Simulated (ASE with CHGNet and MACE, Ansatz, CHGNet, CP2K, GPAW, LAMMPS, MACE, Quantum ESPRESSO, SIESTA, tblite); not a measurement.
**Machine-learned potentials on liquid 68SiO2-16Al2O3-8K2O-8MgO (mol %) at 2500 K (81 atoms): settings against a plane-wave reference**

How do the settings of machine-learned potentials change the result for liquid 68SiO2-16Al2O3-8K2O-8MgO (mol %) at 2500 K (81 atoms)? A plane-wave run serves as the yardstick.

Calculated with ASE with CHGNet and MACE; the method is named at each step.

## 1. The structure

The cell holds 81 atoms: 17 Si, 8 Al, 4 K, 2 Mg and 50 O. Its edges and angles: a = 10.241 Å, b = 10.241 Å, c = 10.241 Å, α = 90.0°, β = 90.0°, γ = 90.0°. 81 atoms (17 Si, 8 Al, 4 K, 2 Mg, 50 O) placed at random at 2.46 g/cm³, melted at 4000 K for 10 ps at fixed volume with the Morse and Coulomb pair potential with partial charges (Pedone, Malavasi, Menziani, Cormack and Segre, J. Phys. Chem. B 110, 11780 (2006)). Snapshot at the end of a hold of 10 ps at 2500 K and zero pressure.

The yardstick, on the same geometry:

```
method                                           : Kohn-Sham DFT, PBE, SSSP efficiency 1.3.0 pseudopotentials, plane waves (Quantum ESPRESSO 7.5); sssp-pbe-1.3.0-efficiency, cutoffs 60/480 Ry, Γ point
r.m.s. force component                           : 3.545 eV/Å
longest force                                    : 19.82 eV/Å
pressure                                         : 9.687 GPa
gap (highest filled to lowest empty level) : 1.604 eV
time                                             : 2.4 min on 4 MPI ranks of Arm Neoverse V2, shared host
CPU time                                         : 9.5 min
```

## 2. CHGNet 0.3.0 potential

Method: machine-learned interatomic potential CHGNet 0.3.0, trained on PBE(+U) plane-wave data.

Contents of run.py:

```python
import numpy as np
from ase.io import read
import mlip  # loads the published weights by name

atoms = read("structure.xyz")
atoms.calc = mlip.calc("chgnet-0.3.0")
energy = atoms.get_potential_energy()
forces = atoms.get_forces()
print(f"energy {energy:.6f} eV")
print("forces (eV/A)")
for i, (a, f) in enumerate(zip(atoms, forces)):
    print(f"{i:4d} {a.symbol:2s} {f[0]:10.5f} {f[1]:10.5f} {f[2]:10.5f}")
stress = -atoms.get_stress(voigt=False) * 160.21766
print("stress (GPa, compression positive)")
for row in stress:
    print(" ".join(f"{x:10.4f}" for x in row))
```

Contents of structure.xyz:

```xyz
81
Lattice="10.24123 0.00000 0.00000 0.00000 10.24123 0.00000 0.00000 0.00000 10.24123" Properties=species:S:1:pos:R:3 pbc="T T T"
Si 0.94322 8.94100 7.38393
Si 1.96724 6.29928 8.72481
Si 1.15623 2.60250 0.58559
Si 4.43189 1.50433 3.55504
Si 2.64961 7.95006 1.25332
Si 1.06673 3.45170 4.06956
Si 5.30946 9.40370 8.85744
Si 6.09794 3.49011 5.42109
Si 0.19182 0.46219 2.58786
Si 5.74144 9.51646 1.66563
Si 8.55921 2.12680 9.13497
Si 9.04188 4.65648 5.51797
Si 6.69735 6.50369 8.05688
Si 4.86663 5.97473 2.64039
Si 3.17150 3.77615 6.59310
Si 6.95195 0.83865 6.90484
Si 8.67811 7.69393 5.86054
Al 2.01425 0.05807 4.66775
Al 3.12296 1.43070 8.62445
Al 0.98603 0.20063 10.05924
Al 4.16388 3.28948 0.60362
Al 7.10700 4.60487 1.17057
Al 9.23063 4.98523 9.56326
Al 2.22993 5.12318 1.76006
Al 7.83823 9.86169 3.70671
K 8.42669 8.61861 9.58251
K 1.91859 6.77529 4.68301
K 9.64611 7.40011 2.44899
K 4.53451 8.20015 5.86382
Mg 9.91597 2.01097 6.08472
Mg 5.89065 3.29727 8.88980
O 0.73276 1.70455 2.11338
O 5.55689 7.71492 8.66234
O 6.40138 5.96398 2.14810
O 1.99847 9.28398 6.14044
O 8.73249 4.98328 0.90092
O 0.69292 10.15459 8.44666
O 6.00279 5.06961 8.23846
O 6.00597 3.47854 0.83067
O 1.13493 1.66942 5.06234
O 4.98215 0.46639 2.44151
O 6.39217 2.40700 6.73719
O 4.42278 6.21356 4.04559
O 2.77496 6.87043 10.13185
O 2.05337 3.86934 0.50008
O 3.17673 2.19193 7.24639
O 1.94204 9.03553 10.14455
O 7.29432 7.24823 6.72449
O 3.82848 9.91822 8.68630
O 9.35004 0.70408 3.40746
O 1.88244 6.92778 2.12843
O 3.50045 2.31442 2.47797
O 3.91512 5.00397 1.80061
O 5.47947 2.42011 4.38192
O 2.65535 5.05487 7.83485
O 9.64007 3.80718 6.74621
[... 21 atom lines left out ...]
O 8.26559 8.60161 4.74579
O 9.79492 8.84105 6.66356
O 1.29552 4.23495 2.77732
O 6.26128 10.09560 7.71103
```

Started as:

```console
$ OMP_NUM_THREADS=1 python run.py > output.txt
```

Log:

```text
CHGNet v0.3.0 initialized with 412,525 parameters
CHGNet will run on cpu
energy -597.420044 eV
forces (eV/A)
   0 Si    3.63994    0.03067   -0.37219
   1 Si    0.03480   -5.57200    4.97019
   2 Si   -3.86453    0.24455    3.63008
   3 Si   -2.87061   -0.90613   -0.70692
   4 Si   -0.65959    1.80010   -7.27558
   5 Si    5.65998   -4.18147    5.16737
   6 Si   -1.26628   -3.39184   -2.91744
   7 Si   -5.23095   -3.08879    4.10362
   8 Si    7.40939  -12.32833   -7.03655
   9 Si   -8.57660    2.30562   -1.47015
  10 Si    0.30971   -4.32217    4.73540
  11 Si   -1.86598   -1.63110    3.17599
  12 Si   -1.12066   -0.24295    2.53438
  13 Si    1.56263    2.21609   -1.73112
  14 Si  -13.21096   -4.09872    7.95724
  15 Si    3.52007    6.15870   -7.83513
  16 Si   -0.33448    0.95958    5.47818
  17 Al   -1.40343    1.34495    2.30208
  18 Al    1.04319   -4.17334    3.41910
  19 Al   -2.58781   -5.82229    2.31685
  20 Al   -0.23332   -0.07946    5.02523
  21 Al    1.82443    2.98862    1.09681
  22 Al   -2.07217    0.27687   -2.44640
  23 Al   -0.28445    2.78374   -2.14602
[...]
73 O     3.00896    2.28130   -0.86434
  74 O     1.28989   -0.55786    0.61228
  75 O    -3.75322    0.24358   -2.88945
  76 O     2.61974    1.38541   -0.71899
  77 O     0.17600   -1.00636   -4.40416
  78 O    -4.39551   -3.27771   -1.37093
  79 O    -0.50574    0.42206    0.25640
  80 O    -4.75298   -5.96070    5.05161
stress (GPa, compression positive)
   13.5475     1.1654    -1.6829
    1.1654     4.5748    -1.1344
   -1.6829    -1.1344     9.1631
```

Wall time 3.6 s (1 thread of Arm Neoverse V2, shared host); peak memory 1.1 GiB.

Banners, paths, timers and routine set-up lines are dropped from the logs unmarked, and long logs keep their key lines alone; longer cuts are marked.

Against the reference:

| Item | Value |
| --- | --- |
| r.m.s. force component | 3.442 eV/Å |
| r.m.s. difference of force components | 245 meV/Å |
| longest difference of force vectors | 1149 meV/Å |
| force difference over r.m.s. force | 6.912 % |
| slope of forces against the reference's | 0.9691 |
| correlation of force components | 0.998 |
| pressure | 9.095 GPa |
| pressure difference | -0.5919 GPa |

Length of the force difference by element (eV/Å):

```
element  atoms  mean  most
     Al      8  0.49  0.83
      K      4  0.17  0.45
     Mg      2  0.31  0.34
      O     50  0.30   1.1
     Si     17  0.51   1.1
```

A closer look about O55, picked at random: 9 atoms, nearest first, numbered in the order of the input, with positions taken from that point.

```
atom      x      y      z  distance (Å)      Fx     Fy  Fz (eV/Å)
 O55   0.00   0.00   0.00          0.00    0.55  -0.72      -0.86
 Si2  -0.69   1.24   0.89          1.68    0.03  -5.57       4.97
Si15   0.52  -1.28  -1.24          1.86  -13.21  -4.10       7.96
 O57   1.73  -0.86  -1.73          2.59   18.05   3.48      -6.16
 O61  -1.09   2.38  -0.02          2.61   -1.89   5.17      -3.44
 O77  -2.14   0.53   1.46          2.65    2.62   1.39      -0.72
 O62  -0.48  -1.20  -2.46          2.78   -3.29   1.07      -3.48
 O44   0.12   1.82   2.30          2.93    0.16  -2.70      -1.59
 O46   0.52  -2.86  -0.59          2.97   -1.05   4.22      -4.47
```

Atoms are counted from 1 here, from 0 in the log.

Forces lie 6.9 % from the reference's, at 0.0064 times its CPU time (on 1 against 4 cores).

## 3. CHGNet r2SCAN potential

Method: machine-learned interatomic potential CHGNet r2SCAN, trained on r2SCAN plane-wave data.

run.py, as its differences from that of step 2:

```diff
@@ -5,3 +5,3 @@
 atoms = read("structure.xyz")
-atoms.calc = mlip.calc("chgnet-0.3.0")
+atoms.calc = mlip.calc("chgnet-r2scan")
 energy = atoms.get_potential_energy()
```

structure.xyz is that of step 2.

Log:

```text
CHGNet vr2scan initialized with 412,525 parameters
CHGNet will run on cpu
energy -746.434631 eV
forces (eV/A)
   0 Si    3.14567    0.13188   -0.45177
   1 Si    0.16972   -5.12904    4.63468
   2 Si   -3.56823    0.30399    3.34343
   3 Si   -2.70440   -0.83966   -0.93509
   4 Si   -0.54435    1.16858   -6.32807
   5 Si    5.63573   -3.63261    4.50215
   6 Si   -1.34755   -3.19168   -2.84912
   7 Si   -4.50371   -3.11976    3.72066
   8 Si    7.42642  -11.90623   -6.93175
   9 Si   -8.46345    2.49393   -1.73361
  10 Si    0.25412   -4.18765    4.14652
  11 Si   -1.57855   -1.66291    3.47544
  12 Si   -1.11214   -0.24297    2.26165
  13 Si    1.17728    1.97295   -1.60031
  14 Si  -13.18192   -3.80156    7.40350
  15 Si    3.47410    6.09361   -7.44937
  16 Si   -0.25823    0.78289    5.33433
  17 Al   -1.09584    1.06960    1.96616
  18 Al    1.09197   -3.65426    3.04078
  19 Al   -2.22308   -5.31616    1.87765
  20 Al   -0.12419    0.01274    4.32863
  21 Al    1.47696    2.41586    0.83379
  22 Al   -1.78285    0.31705   -2.21840
  23 Al   -0.17829    2.57838   -1.97914
[...]
73 O     2.70508    1.82826   -0.61797
  74 O     1.03998   -0.49231    0.41978
  75 O    -3.42271    0.41137   -2.39943
  76 O     2.13979    1.19604   -0.62089
  77 O     0.04944   -0.64100   -3.86630
  78 O    -3.86884   -3.23489   -1.33930
  79 O    -0.45918    0.27576    0.55259
  80 O    -4.67201   -5.83651    5.07730
stress (GPa, compression positive)
    8.8508     1.0004    -1.9078
    1.0004     0.3145    -1.3348
   -1.9078    -1.3348     4.7509
```

Elapsed: 3.2 s, on 1 thread; peak memory 1.1 GiB.

Compared with the plane-wave run:

```yaml
r_m_s_force_component: 3.257 eV/Å
r_m_s_difference_of_force_components: 429.9 meV/Å
longest_difference_of_force_vectors: 1880 meV/Å
force_difference_over_r_m_s_force: 12.13 %
slope_of_forces_against_the_reference_s: 0.9147
correlation_of_force_components: 0.9956
pressure: 4.639 GPa
pressure_difference: -5.048 GPa
```

Against the first run (6.9 %), the force difference from the reference is 12 %, at 0.90 times the CPU time; this potential was trained at another functional than the reference's.

## 4. MACE MP-0b3 medium potential

Method: machine-learned interatomic potential MACE MP-0b3 medium, trained on PBE(+U) plane-wave data.

run.py, as its differences from that of step 3:

```diff
@@ -5,3 +5,3 @@
 atoms = read("structure.xyz")
-atoms.calc = mlip.calc("chgnet-r2scan")
+atoms.calc = mlip.calc("mace-mp-0b3-medium")
 energy = atoms.get_potential_energy()
```

structure.xyz is that of step 3.

Log:

```text
energy -562.264075 eV
forces (eV/A)
   0 Si    3.85695   -0.26281   -0.62442
   1 Si    0.08895   -5.48985    4.67622
   2 Si   -3.72211    0.18973    3.59451
   3 Si   -2.99062   -0.83618   -0.94969
   4 Si   -0.38835    1.87391   -7.41136
   5 Si    5.90926   -4.70884    4.97245
   6 Si   -1.26959   -3.19368   -2.95354
   7 Si   -5.49119   -3.04947    4.12268
   8 Si    7.45515  -12.01438   -7.13286
   9 Si   -8.74691    2.70052   -1.67053
  10 Si    0.66328   -4.38502    4.98021
  11 Si   -2.01518   -1.35690    3.37976
  12 Si   -1.04684   -0.25099    2.30311
  13 Si    1.42687    2.09542   -1.80148
  14 Si  -12.60529   -4.00690    8.01964
  15 Si    3.14993    6.09684   -7.86384
  16 Si   -0.26003    0.51315    5.52373
  17 Al   -1.16801    1.43856    2.51921
  18 Al    1.22025   -4.23775    3.75701
  19 Al   -2.61192   -5.43416    2.65841
  20 Al   -0.08716   -0.12772    5.28339
  21 Al    1.71802    3.06905    0.90779
  22 Al   -2.09792   -0.04670   -2.60776
  23 Al   -0.52863    2.99539   -2.26094
[...]
73 O     2.87267    1.96858   -0.91908
  74 O     1.15529   -0.65685    0.47054
  75 O    -3.48407    0.30968   -2.86522
  76 O     2.52507    1.35427   -0.54030
  77 O     0.19584   -0.81089   -4.34037
  78 O    -4.32976   -3.16260   -1.26817
  79 O    -0.79567    0.75976    0.24075
  80 O    -4.55324   -5.85163    4.89221
stress (GPa, compression positive)
   13.7594     0.9823    -1.6199
    0.9823     4.5020    -1.2163
   -1.6199    -1.2163     9.5687
```

It took 7.1 s on 1 thread; peak memory 1.1 GiB.

Compared with the plane-wave run:

| Item | Value |
| --- | --- |
| r.m.s. force component | 3.425 eV/Å |
| r.m.s. difference of force components | 207 meV/Å |
| longest difference of force vectors | 1115 meV/Å |
| force difference over r.m.s. force | 5.84 % |
| slope of forces against the reference's | 0.965 |
| correlation of force components | 0.9988 |
| pressure | 9.277 GPa |
| pressure difference | -0.4103 GPa |

Against the first run (6.9 %), the force difference from the reference is 5.8 %, at 2.0 times the CPU time.

## 5. All runs compared

Differences are against the plane-wave reference, forces as r.m.s. over components; share is that over the reference's r.m.s. force, slope the least-squares factor from reference forces to these. Total energies of different programs have different zeros and aren't compared.

```
                         run  Δ force, r.m.s. (meV/Å)  share (%)  slope  Δ pressure (GPa)  cores  CPU time  memory (GiB)
                   reference                        -          -      -                 -      4   9.5 min           3.3
      CHGNet 0.3.0 potential                      245       6.91  0.969            -0.592      1     3.6 s           1.1
     CHGNet r2SCAN potential                      430       12.1  0.915             -5.05      1     3.2 s           1.1
MACE MP-0b3 medium potential                      207       5.84  0.965            -0.410      1     7.1 s           1.1
```

Times of the machine-learned potentials are mostly Python's start and the loading of weights.

CPU time is summed over cores on a shared host, where runs went side by side, so it is rough. Symmetry, cutoffs, thresholds, outputs and thread counts weren't matched or tuned between programs; memory under MPI is the largest rank's times the ranks.

## 6. What came out

```
nearest in forces : MACE MP-0b3 medium potential, 5.8 %
its CPU time      : 7.1 s
```

In words: Machine-learned potentials differ by 5.8 % (MACE MP-0b3 medium potential) to 12 % (CHGNet r2SCAN potential); they were trained on other programs' data, some at another functional. The reference's pressure holds the uncorrected Pulay stress of its 60 Ry basis, so small pressure differences, and their order, may be the reference's own error. The frame stands for 2500 K, but pressures are static and levels are smeared at 580 K. Machine-learned potentials mimic data converged in k, so the reference's own k-point error enters their differences. The network of bonds at the start is that of the classical potential that made the cell, and needn't be the one that DFT or experiment would give. The reference's stress is far from hydrostatic: its diagonal is 14.1, 5.0, 10.0 GPa, compression counted positive. The electronic-structure runs sample only Γ, in a cell whose shortest periodic width is 10 Å.

[Also dropped from logs without a mark: logging warnings of Python, and SIESTA's first energy breakdown and zero terms.]

[Logs are printed without paths, hosts, clocks, repeated set-up lines and the standing remarks that a program may print on its own settings, such as how far it seeks lower states.]

[Hosts, paths, dates, database ids (printed as entryN), source tags and the programs' standing remarks are cut or masked in the printed files.]
